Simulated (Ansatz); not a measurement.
# Hf (P6_3/mmc, 2 atoms in the cell): modes against uniaxial strain along c, part 3 of 3

Aim: how do the optical modes of Hf (P6_3/mmc, 2 atoms in the cell) shift and split under this strain?

Ansatz 0.2.0; DFT PBEsol, scalar-relativistic, plane waves, PAW; PAW set soft_1.

So far, highest optical mode at the zone centre (no LO-TO term) (cm⁻¹): step 4 (modes at rest) 106; step 6 (strain 4 %) 92.3.

## Step 7: Relaxation of a member: uniaxial strain of -4 % along c (continued)

Step by step:

| step | energy less that of the first step (eV) | largest force component (eV/Å) | pressure (GPa) | volume (Å³) |
| --- | --- | --- | --- | --- |
| 1 | 0.0000 | 0.0000 | 3.15 | 42.20 |
| 2 | 0.0008 | 0.0000 | 1.46 | 42.82 |
| 3 | -0.0006 | 0.0000 | 2.42 | 42.46 |
| 4 | -0.0006 | 0.0000 | 2.43 | 42.46 |
| 5* | -0.0006 | 0.0000 | 2.43 | 42.46 |

Relaxation steps marked * repeat the geometry before them on a plane-wave basis chosen anew for their cell, so energy and pressure can jump there. Relaxation step 2 was tried and not accepted.

| conventional cell, symmetrised | before | after | change |
| --- | --- | --- | --- |
| a (Å) | 3.188 | 3.197 | +0.3 % |
| b (Å) | 3.188 | 3.197 | +0.3 % |
| c (Å) | 4.796 | 4.796 | -0.0 % |
| volume (Å³/atom) | 21.10 | 21.23 | +0.6 % |

Final coordinates:

```xyz
2
Lattice="3.1974 0.0000 0.0000 -1.5987 2.7690 0.0000 0.0000 0.0000 4.7956" Properties=species:S:1:pos:R:3 pbc="T T T"
Hf    0.0000    1.8460    1.1989
Hf    1.5987    0.9230    3.5967
```

This step gave:

- pressure: 2.434 GPa
- volume per atom: 21.23 Å³

The forces vanish by symmetry.

The cell grew by 0.6 % in volume.

## Step 8: Modes of this member: uniaxial strain of -4 % along c

The zone-centre modes follow for uniaxial strain of -4 % along c.

input.yaml

```yaml
crystal:
  lattice:
    - [3.1974025738, 0.0, 0.0]
    - [-1.5987012869, 2.769031855, 0.0]
    - [0.0, 0.0, 4.7955646917]
  atoms:
    - { symbol: Hf, position: [0.3333333333, 0.6666666667, 0.25] }
    - { symbol: Hf, position: [0.6666666667, 0.3333333333, 0.75] }
kpoints:
  mp_grid: { grid: [15, 15, 8] }
hamiltonian:
  xc: pbesol
  pseudopotentials: { kind: paw, azcp: { folder: soft_1 }, xc_functional: pbe }
scf:
  occupations: { method: methfessel_paxton, width: 0.2 }
output:
  eigenvalues: true
phonons:
  method: dfpt
```

Started as:

```bash
$ ansatz run input.yaml --threads 4 --pin off --max-ram 10240MiB --backend cpu --events-out ev --progress --plain --runs-dir out
```

Numbers of over 12 decimals in the logs are rounded to 6 here.

The program printed:

```text
[...]
Crystal: 2 atoms, lattice volume = 42.459 Å³
Basis set: ecut = 420 eV, 869 PW (Γ), exchange–correlation on 48×48×72 points (8 copies of the dense FFT grid, shifted against one another)
Bands: 32, of which v1, the nominal top of the filled ones, is band 26 counted from 1 (25 counted from 0)
Symmetry: 24 space group operations
k-points: 320 of 1800 (irreducible under 4 space group operations, time reversal used)
[...]
k-point 2: bands = [... 22 lower, 12.1630, 15.0554, 19.5767, 19.7620, 19.7620, 20.5072, 20.5669, 20.5669, ... 2 higher]
  k-point 319: bands = [... 22 lower, 16.0646, 16.0646, 18.2848, 18.2848, 19.0461, 19.0461, 21.3366, 21.3366, ... 2 higher]
[...]
ASR residual: 2.764e-5 → 0.000e0 eV/Å²; symmetrization residual: 1.798e-12 eV/Å²
  ASR residual per site (eV/Å²): 2.76e-5 2.76e-5
  Γ frequencies (cm⁻¹): 0.00 0.00 0.00 85.32 85.32 144.59
[...]
[key lines of the parts left out:]
SCF converged after 11 iterations
Free energy (F): -31197.565847 eV
Fermi energy:    19.118375 eV
```

Elapsed: 92 s, on 4 threads of Intel Xeon at 2.50GHz (Skylake/Cascade Lake), shared host; peak memory 1.5 GiB; 4.6 min of CPU time.

This step gave:

| Item | Value |
| --- | --- |
| sum-rule residual before enforcement | 2.76e-5 eV/Å² |
| highest optical mode at the zone centre (no LO-TO term) | 144.6 cm⁻¹ |
| lowest optical zone-centre mode | 85.32 cm⁻¹ |

Patterns of degenerate modes are one choice out of their space. Modes at Γ:

| mode | frequency (cm⁻¹) | symmetry |
| --- | --- | --- |
| 1 | 0.0 | acoustic |
| 2 | 0.0 | acoustic |
| 3 | 0.0 | acoustic |
| 4 | 85.3 | E2g |
| 5 | 85.3 | E2g |
| 6 | 144.6 | B1g |

Displacements in mode 5 (85.3 cm⁻¹), the largest set to 1:
```
Hf1  0.00 -1.00  0.00
Hf2  0.00  1.00  0.00
```

Displacements in mode 6 (144.6 cm⁻¹), the largest set to 1:
```
Hf1  0.00  0.00  1.00
Hf2  0.00  0.00 -1.00
```

The lowest optical mode is real, 85.3 cm⁻¹, and the highest lies at 144.6 cm⁻¹.

Between step 4 and this run (strain -4 %) the value for the highest optical mode at the zone centre (no LO-TO term) moves from 106 cm⁻¹ to 145 cm⁻¹ (+36 %).

## Step 9: The series together

The members are set side by side, also those not shown above.

Stress is positive in compression; energies are extrapolated to zero smearing, and E0 is that at rest; the edges not held and the atoms are relaxed in each cell; all runs use 15×15×8 k points and Methfessel-Paxton smearing of 0.2 eV. State of the crystal along the series:

| strain (%) | stress along the axis (GPa) | free strain along a (%) | free strain along b (%) | E - E0 (meV/atom) |
| --- | --- | --- | --- | --- |
| -4 | 7.3 | 1.17 | 1.17 | 19 |
| -3 | 5.346 | 0.8659 | 0.8659 | 10.33 |
| -2 | 3.455 | 0.57 | 0.57 | 4.396 |
| -1 | 1.671 | 0.2826 | 0.2826 | 1.033 |
| 0 | -7.74e-4 | 0 | 0 | 0 |
| 1 | -1.598 | -0.2717 | -0.2717 | 1.115 |
| 2 | -3.136 | -0.5381 | -0.5381 | 4.287 |
| 3 | -4.616 | -0.798 | -0.798 | 9.461 |
| 4 | -6.019 | -1.056 | -1.056 | 16.55 |

Optical modes are counted from below at rest and tracked from member to member by their patterns, and modes that stay within 0.3 cm⁻¹ of each other stand once; labels, where given, are those at rest; the edges not held and the atoms are relaxed in each cell; all runs use 15×15×8 k points and Methfessel-Paxton smearing of 0.2 eV. Optical modes along the series:

| strain (%) | optical mode 1 E2g (cm⁻¹) | optical mode 2 B1g (cm⁻¹) |
| --- | --- | --- |
| -4 | 85.32 | 144.6 |
| -3 | 84.02 | 135.8 |
| -2 | 82.66 | 126 |
| -1 | 81.06 | 115.6 |
| 0 | 79.25 | 106 |
| 1 | 77.3 | 98.67 |
| 2 | 75.24 | 94.6 |
| 3 | 73.09 | 92.94 |
| 4 | 70.9 | 92.28 |

Value and slope at zero strain of a cubic (a lower polynomial where under five rows exist) through the rows within 2 % of rest. Slopes at rest:

| mode | frequency (cm⁻¹) | shift per percent of strain (cm⁻¹) | shift per GPa of compressive stress (cm⁻¹) |
| --- | --- | --- | --- |
| optical mode 1 E2g | 79.3 | -1.89 | 1.16 |
| optical mode 2 B1g | 106 | -8.68 | 5.32 |

## Step 10: Outcome

| Item | Value |
| --- | --- |
| members | 9 |
| highest optical mode at the zone centre (no LO-TO term), at rest | 106.0 cm⁻¹ |
| Young’s modulus along c | 163 GPa |
| optical mode 1 E2g, shift per percent | -1.89 cm⁻¹ |
| optical mode 2 B1g, shift per percent | -8.68 cm⁻¹ |

**Reading.** The stress changes by 1.63 GPa for each percent, a Young’s modulus of 163 GPa along c. For each percent the free edge responds with -0.28 %. Within 2 % of rest optical mode 2 B1g bends away from a straight line, so a single slope holds only near rest. These are harmonic frequencies at zero temperature: anharmonic shifts, linewidths and thermal expansion are left out. Spin-orbit coupling is left out, which can matter for the heavy elements here. With no gap, or one that is small against the smearing, the frequencies hang on the k mesh and the smearing, most of all near Kohn anomalies. The PAW files were made for PBE; the program adapts parts of them to the functional of the run, but their partial waves stay those of PBE, an approximation that was not tested in this session. Only the zone centre was solved, so an instability at another wavevector cannot show here.

[Logs are printed without paths, hosts, clocks, repeated set-up lines and the standing remarks that a program may print on its own settings, such as how far it seeks lower states.]

[Hosts, paths, dates, database ids (printed as entryN), source tags and the programs' standing remarks are cut or masked in the printed files.]
